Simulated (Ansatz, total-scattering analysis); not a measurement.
# water and urea: neutron diffraction with isotope substitution

Two samples of water and urea (24 H2O and 4 urea; N 7.7, C 3.9, O 26.9, H 61.5 atom %; 370 K, fixed volume (mean pressure 0.7 GPa); ρ₀ = 0.1024 Å⁻³) differ only in the isotope of H: D (b = 6.6681 fm) and H (b = -3.7395 fm). Other lengths: N 9.36, C 6.6472, O 5.8037 fm. The data are simulated by ab initio molecular dynamics with Ansatz (revPBE-D3(BJ), plane waves, PAW default files, Langevin thermostat, no spin, fixed volume, H with the mass of D). The average runs over 0.46 ps of 104 atoms, so shells between rare elements are rough. Mean temperature 388 K, largest m.s.d. 0.78 Å², energy drift -4 meV an atom (last third less first, no steady trend), Langevin friction 10 ps⁻¹; the first quarter of the run is discarded. Preparation: last frame of a classical run of this cell, a melt at this density, then 0.4 ps at 370 K with a cheaper basis and a friction of 10 ps⁻¹ (mean temperature of the first stage 382 K), too short to forget the start in full. So short a stretch relaxes bonds and nearest shells but still remembers its start. It is a liquid as far as so short a run tells. The partials come from the cell's reciprocal vectors below 4 Å⁻¹ and from g(r) above; absorption, incoherent and inelastic scattering are left out. F(Q) = Σ ci cj bi bj (Sij − 1), in barn per steradian and atom:

```csv
Q (Å⁻¹),2H,1H,difference
0.9,-0.316,-0.136,-0.180
1.2,-0.228,-0.162,-0.066
1.5,-0.092,-0.143,0.051
1.8,0.296,-0.131,0.427
2.1,0.328,-0.120,0.447
2.4,0.200,-0.129,0.328
2.7,-0.024,-0.072,0.048
3.0,-0.082,0.006,-0.088
3.3,-0.080,0.044,-0.124
3.6,-0.047,0.015,-0.061
3.9,-0.062,0.000,-0.062
4.2,-0.088,0.002,-0.090
4.5,-0.100,0.029,-0.129
4.8,-0.099,0.059,-0.158
5.1,-0.094,0.082,-0.176
5.4,-0.079,0.090,-0.169
5.7,-0.046,0.075,-0.121
6.0,-0.003,0.041,-0.043
6.3,0.030,0.005,0.025
6.6,0.036,-0.018,0.054
6.9,0.026,-0.032,0.058
7.2,0.023,-0.044,0.067
7.5,0.037,-0.054,0.090
7.8,0.053,-0.057,0.110
8.1,0.060,-0.051,0.111
8.4,0.059,-0.038,0.096
8.7,0.052,-0.019,0.071
9.0,0.037,-0.002,0.039
9.3,0.015,0.008,0.007
9.6,-0.005,0.013,-0.018
9.9,-0.018,0.014,-0.033
10.2,-0.031,0.016,-0.046
10.5,-0.043,0.019,-0.062
10.8,-0.051,0.024,-0.075
```

The first difference in real space, ΔG(r), in barn (from the pair functions, so without the broadening of a finite Q range):

```tsv
r (Å)	first difference G(r)
0.50	-0.439
0.58	-0.439
0.66	-0.439
0.74	-0.439
0.82	-0.439
0.90	-0.138
0.98	5.658
1.06	1.602
1.14	-0.420
1.22	-0.439
1.30	-0.439
1.38	-0.432
1.46	-0.318
1.54	-0.107
1.62	-0.134
1.70	-0.128
1.78	-0.165
1.86	-0.185
1.94	-0.157
2.02	0.005
2.10	-0.029
2.18	-0.145
2.26	-0.195
2.34	-0.190
2.42	-0.145
2.50	-0.135
2.58	-0.140
2.66	-0.170
2.74	-0.175
2.82	-0.121
2.90	-0.085
2.98	-0.025
3.06	0.047
3.14	0.123
3.22	0.164
3.30	0.106
3.38	0.072
3.46	0.099
3.54	0.075
```

**Question.** Which pairs survive in the difference, and what is the first shell of H?

Pairs without H cancel. ΔG(r) = Σ W [g(r) − 1] with W = 2 c(H) c(j) b(j) Δb, and c(H)² (b₁² − b₂²) for H–H: H–N 0.0922, H–C 0.0328, H–O 0.2001, H–H 0.1154 barn. At small r, ΔG → −ΣW = -0.441; in this finite cell the H–H term carries (N − 1)/N with N = 64 atoms of H, which gives -0.439.

The first feature holds O–H (0.98 Å, 0.8 neighbours by the coordinates) and N–H (1.02 Å, 0.2 neighbours by the coordinates) together, so its area gives only their weighted sum.

Shells of H from the coordinates: O–H at 0.98 Å, 0.8 neighbours to 1.26 Å; N–H at 1.02 Å, 0.2 neighbours to 1.30 Å; H–H at 1.55 Å, 1.0 neighbours to 1.90 Å; C–H at 2.05 Å, 0.3 neighbours to 2.44 Å (first peaks with a usable minimum only). Counts average over all H, whatever molecule they sit on, and second peaks of a pair (H two bonds away, hydrogen bonds) add features between 1.5 and 2.5 Å that aren't listed. The structure is taken to be the same for both isotopes, which holds least well for H and D.

[Logs are printed without paths, hosts, clocks, repeated set-up lines and the standing remarks that a program may print on its own settings, such as how far it seeks lower states.]
